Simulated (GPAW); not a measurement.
# Dielectric function and optical constants of AlN

Wanted: where AlN starts to absorb, how strongly, and its refractive index.

Calculated with GPAW 26.7.0; DFT, PBE, plane-wave PAW (GPAW data sets), scalar-relativistic, RPA, optical limit.

## Step 1: The structure

The structure is cubic, space group F-43m (No. 216). Conventional cell: a = 4.368 Å, b = 4.368 Å, c = 4.368 Å, α = 90.00°, β = 90.00°, γ = 90.00°. Nearest to Al lie 4 N at 1.89 Å. Nearest to N lie 4 Al at 1.89 Å. Farther neighbours and most contacts between anions are not listed.

As a file:

```xyz
2
Lattice="0.0000 2.1840 2.1840 2.1840 0.0000 2.1840 2.1840 2.1840 0.0000" Properties=species:S:1:pos:R:3 pbc="T T T"
Al    0.0000    0.0000    0.0000
N     1.0920    1.0920    1.0920
```

## Step 2: Dielectric function, RPA

Transitions between filled and empty bands, summed over the zone, give the optical response, so mesh, band count and broadening shape it.

The induced potential is part of this response.

Contents of df.py:

```python
from gpaw.response.df import DielectricFunction

df = DielectricFunction('full.gpw', frequencies={'type': 'nonlinear', 'domega0': 0.03, 'omega2': 8},
                        ecut=50,
                        eta=0.12,
                        nbands=19,
                        txt='df.txt')
for direction in ['x']:
    df.get_dielectric_function(xc='RPA', direction=direction, filename=f'df_{direction}.csv')
```

Command:

```
$ OMP_NUM_THREADS=1 python df.py
```

Numbers of over 12 decimals in the logs are rounded to 6 here.

Output:

```text
Using integrator: PointIntegrator
NonLinearFrequencyDescriptor(from 0.000 to 60.499 eV, 489 points)
Nonperiodic BCs:  [False False False]
Using integrator: PointIntegrator
NonLinearFrequencyDescriptor(from 0.000 to 60.499 eV, 489 points)
Nonperiodic BCs:  [False False False]

Calculating chi0 body with:
    Ground state adapter containing:
    Number of spins: 1
    Number of kpoints: 2744
    Number of irreducible kpoints: 104
    Number of completely occupied states: 4
    Number of partially occupied states: 4

    Linear response parametrization:
    q_c: [0.0, 0.0, 0.0]
    Number of frequency points: 489
    Planewave cutoff: 50.0
    Number of bands: 19
    Number of planewaves: 15
    Broadening (eta): 0.12

Integrating chi0 body.

Symmetries of q_c:
    Direct symmetries (Uq -> q): 24
    Indirect symmetries (TUq -> q): 24
In total 48 allowed symmetries.

104 groups of equivalent kpoints. 96.209913% reduction.

Integral kind: spectral function

Calculating chi0 optical extensions with:
    Ground state adapter containing:
    Number of spins: 1
    Number of kpoints: 2744
    Number of irreducible kpoints: 104
    Number of completely occupied states: 4
    Number of partially occupied states: 4

    Linear response parametrization:
    Number of frequency points: 489
    Planewave cutoff: 50.0
    Number of bands: 19
    Number of planewaves: 15
    Broadening (eta): 0.12
Integrating chi0 head and wings.

Symmetries of q_c:
    Direct symmetries (Uq -> q): 24
    Indirect symmetries (TUq -> q): 24
In total 48 allowed symmetries.

104 groups of equivalent kpoints. 96.209913% reduction.

Integral kind: spectral function wings
```

The job ended after 5.1 s (1 thread of Arm Neoverse V1, shared host; peak memory 0.2 GiB).

Numbers from this step:

```
electronic dielectric constant ε∞, mean over x, y and z (by symmetry where fewer were run) : 4.402
main peak of Im epsilon, first axis                                                        : 7.292 eV
```

Some rows of df_x.csv (energy; Re and Im without local fields; Re and Im with them):

```text
0.000000, 4.703062, 0.000000, 4.402475, 0.000000
0.429336, 4.713494, 0.005862, 4.412091, 0.005404
0.878195, 4.747267, 0.012301, 4.443236, 0.011347
1.347938, 4.809660, 0.019791, 4.500822, 0.018278
1.840057, 4.909117, 0.029115, 4.592755, 0.026939
2.356191, 5.059826, 0.041740, 4.732405, 0.038742
2.898142, 5.287923, 0.060980, 4.944663, 0.056916
3.467895, 5.651127, 0.097374, 5.285441, 0.091983
4.067647, 6.328544, 0.288471, 5.932884, 0.287645
4.699832, 6.968707, 0.969783, 6.480315, 0.989521
5.367152, 7.778740, 2.939982, 7.198739, 2.834322
6.072622, 7.043674, 3.724049, 6.479246, 3.517267
6.819608, 6.246545, 5.786373, 5.636834, 5.261447
7.611886, 3.701971, 6.954033, 3.236231, 6.441839
8.453705, 0.067847, 4.691086, -0.310221, 4.255455
9.349861, 2.332820, 4.178267, 2.238235, 3.379896
10.305790, 1.819733, 3.701937, 1.151260, 3.351316
11.327680, 0.501381, 6.289130, 0.822699, 4.644951
12.422601, -0.372240, 5.519759, 0.809462, 4.102525
13.598673, -2.175343, 3.175988, -1.181638, 3.536244
```

The Im ε, E ∥ x has structure finer than the step of the table below, so its rows give means over 0.5 eV, whole bins alone (the curve runs from 0 to 14.0 eV). Peaks (eV: height): 7.27: 7.73, 8.03: 7.52, 9.96: 4.63, 11.03: 4.75, 13.17: 4.73.

Values under the direct gap are tails of Lorentzian lines. Table of Im ε, E ∥ x by photon energy; means over each step:

photon energy (eV), Im ε, E ∥ x and a bar:
```
      0.5       0.01 
      1.0       0.01 
      1.5       0.02 
      2.0       0.03 
      2.5       0.04 
      3.0       0.06 
      3.5       0.10 
      4.0       0.25 #
      4.5       0.76 ###
      5.0       1.39 ######
      5.5       2.70 ############
      6.0       3.78 ################
      6.5       5.17 ######################
      7.0       6.17 ###########################
      7.5       6.91 ##############################
      8.0       6.80 ##############################
      8.5       4.10 ##################
      9.0       2.69 ############
      9.5       3.65 ################
     10.0       4.41 ###################
     10.5       3.49 ###############
     11.0       4.35 ###################
     11.5       4.04 ##################
     12.0       3.94 #################
     12.5       4.40 ###################
     13.0       4.50 ####################
     13.5       3.73 ################
```

Re ε, E ∥ x against photon energy:

photon energy (eV), Re ε, E ∥ x and a bar from the least value:
```
      0.0       4.40 ####################
      0.5       4.42 ####################
      1.0       4.46 ####################
      1.5       4.53 #####################
      2.0       4.63 #####################
      2.5       4.78 ######################
      3.0       4.99 ######################
      3.5       5.31 ########################
      4.0       5.85 #########################
      4.5       6.57 ############################
      5.0       7.07 ##############################
      5.5       6.69 #############################
      6.0       6.46 ############################
      6.5       6.56 ############################
      7.0       5.93 ##########################
      7.5       2.99 ###############
      8.0       1.79 ###########
      8.5      -0.17 ###
      9.0       1.96 ###########
      9.5       2.53 #############
     10.0       1.51 ##########
     10.5       1.70 ##########
     11.0       1.80 ###########
     11.5       0.49 ######
     12.0       0.91 #######
     12.5       0.95 ########
     13.0      -0.09 ####
     13.5      -1.11
```

The loss function −Im 1/ε at q → 0, E ∥ x has structure finer than the step of the table below, so its rows give means over 0.5 eV, whole bins alone (the curve runs from 0 to 14.0 eV). Peaks (eV: height): 8.77: 0.374, 10.31: 0.267, 11.56: 0.267.

Values under the direct gap are tails of Lorentzian lines. Table of loss function −Im 1/ε at q → 0, E ∥ x by energy loss; means over each step:

energy loss (eV), loss function −Im 1/ε at q → 0, E ∥ x and a bar:
```
      0.5      0.000 
      1.0      0.001 
      1.5      0.001 
      2.0      0.001 
      2.5      0.002 
      3.0      0.002 
      3.5      0.003 
      4.0      0.007 #
      4.5      0.018 ##
      5.0      0.027 ###
      5.5      0.047 #####
      6.0      0.061 #######
      6.5      0.077 #########
      7.0      0.087 ##########
      7.5      0.119 #############
      8.0      0.139 ################
      8.5      0.254 #############################
      9.0      0.267 ##############################
      9.5      0.187 #####################
     10.0      0.203 #######################
     10.5      0.238 ###########################
     11.0      0.195 ######################
     11.5      0.240 ###########################
     12.0      0.239 ###########################
     12.5      0.222 #########################
     13.0      0.221 #########################
     13.5      0.246 ############################
```

The Im ε, E ∥ x has structure finer than the step of the table below, so its rows give means over 0.5 eV, whole bins alone (the curve runs from 0 to 14.0 eV). Peaks (eV: height): without local fields 7.27: 8.18, 8.03: 8.24, 9.82: 5.23, 11.03: 6.41, 12.59: 6.03; with local fields 7.27: 7.73, 8.03: 7.52, 9.96: 4.63, 11.03: 4.75, 13.17: 4.73.

Values under the direct gap are tails of Lorentzian lines. Im ε, E ∥ x against photon energy; means over each step:

```
photon energy (eV)  without local fields  with local fields
               0.5               0.00686            0.00633
               1.0                0.0142             0.0131
               1.5                0.0226             0.0208
               2.0                0.0328             0.0303
               2.5                0.0463             0.0431
               3.0                0.0663             0.0620
               3.5                 0.103             0.0973
               4.0                 0.248              0.245
               4.5                 0.744              0.758
               5.0                  1.40               1.39
               5.5                  2.86               2.70
               6.0                  4.08               3.78
               6.5                  5.58               5.17
               7.0                  6.74               6.17
               7.5                  7.35               6.91
               8.0                  7.40               6.80
               8.5                  4.57               4.10
               9.0                  3.35               2.69
               9.5                  4.34               3.65
              10.0                  4.80               4.41
              10.5                  4.17               3.49
              11.0                  5.87               4.35
              11.5                  5.49               4.04
              12.0                  5.54               3.94
              12.5                  5.70               4.40
              13.0                  4.82               4.50
              13.5                  3.36               3.73
```

The reflectivity at normal incidence, E ∥ x has structure finer than the step of the table below, so its rows give means over 0.5 eV, whole bins alone (the curve runs from 0 to 14.0 eV). Peaks (eV: height): 7.32: 31.7, 8.15: 35.6, 10.03: 24.4, 11.40: 26.9, 13.34: 36.5.

Table of reflectivity at normal incidence, E ∥ x by photon energy; means over each step:

photon energy (eV), reflectivity at normal incidence, E ∥ x (%) and a bar from the least value:
```
      0.5       12.6 
      1.0       12.8 
      1.5       13.0 #
      2.0       13.4 #
      2.5       13.9 ##
      3.0       14.6 ###
      3.5       15.6 ####
      4.0       17.2 ######
      4.5       19.1 ########
      5.0       21.0 ###########
      5.5       22.7 #############
      6.0       24.1 ###############
      6.5       26.1 ##################
      7.0       27.8 ####################
      7.5       29.8 #######################
      8.0       32.6 ##########################
      8.5       28.3 #####################
      9.0       14.9 ###
      9.5       18.6 ########
     10.0       23.5 ##############
     10.5       19.1 #########
     11.0       22.8 #############
     11.5       24.2 ###############
     12.0       22.9 ##############
     12.5       26.0 ##################
     13.0       30.3 #######################
     13.5       35.4 ##############################
```

Optical constants at common wavelengths, from n + ik = √ε:

```
wavelength (nm)     n      k  R (%)     1/α
           1550  2.11  0.002   12.7   51 µm
            800  2.13  0.005   13.0   13 µm
            450  2.21  0.012   14.2  3.1 µm
            365  2.29  0.019   15.3  1.5 µm
            308  2.43  0.050   17.3  485 nm
            248  2.67  0.262   21.1   75 nm
            193  2.72  0.897   25.7   17 nm
```

Below the direct gap, k and the depth come from the tails of the Lorentzian lines, not from transitions.

Rows near the edge hang on the gap, which this functional as a rule makes too small, and phonon-assisted absorption is left out.

## Step 3: Summary of results

```
electronic dielectric constant ε∞, mean over x, y and z (by symmetry where fewer were run) (RPA) : 4.40
main peak of Im epsilon, first axis                                                              : 7.29 eV
```

In words: At this level (PBE, RPA) AlN has ε∞ = 4.40 and n = 2.11 at 1550 nm, and Im ε peaks at 7.3 eV. Local fields change the static value along x from 4.70 to 4.40 (-6 %). Distinct maxima of Im ε, read by a parabola through the highest points, lie at 6.66 eV (5.7), 7.29 eV (7.8), 8.03 eV (7.5) and 11.03 eV (4.8). Excitons and phonon-assisted transitions are missing; PBE gaps are as a rule too small, which pulls the onset down and ε∞ up. The sum runs over mesh points, so small or evenly spaced maxima can still be ripples of the mesh.

[Machine, clock and banner lines and Python warnings are left out of the logs.]

[Logs are printed without paths, hosts, clocks, repeated set-up lines and the standing remarks that a program may print on its own settings, such as how far it seeks lower states.]

[Hosts, paths, dates, database ids (printed as entryN), source tags and the programs' standing remarks are cut or masked in the printed files.]
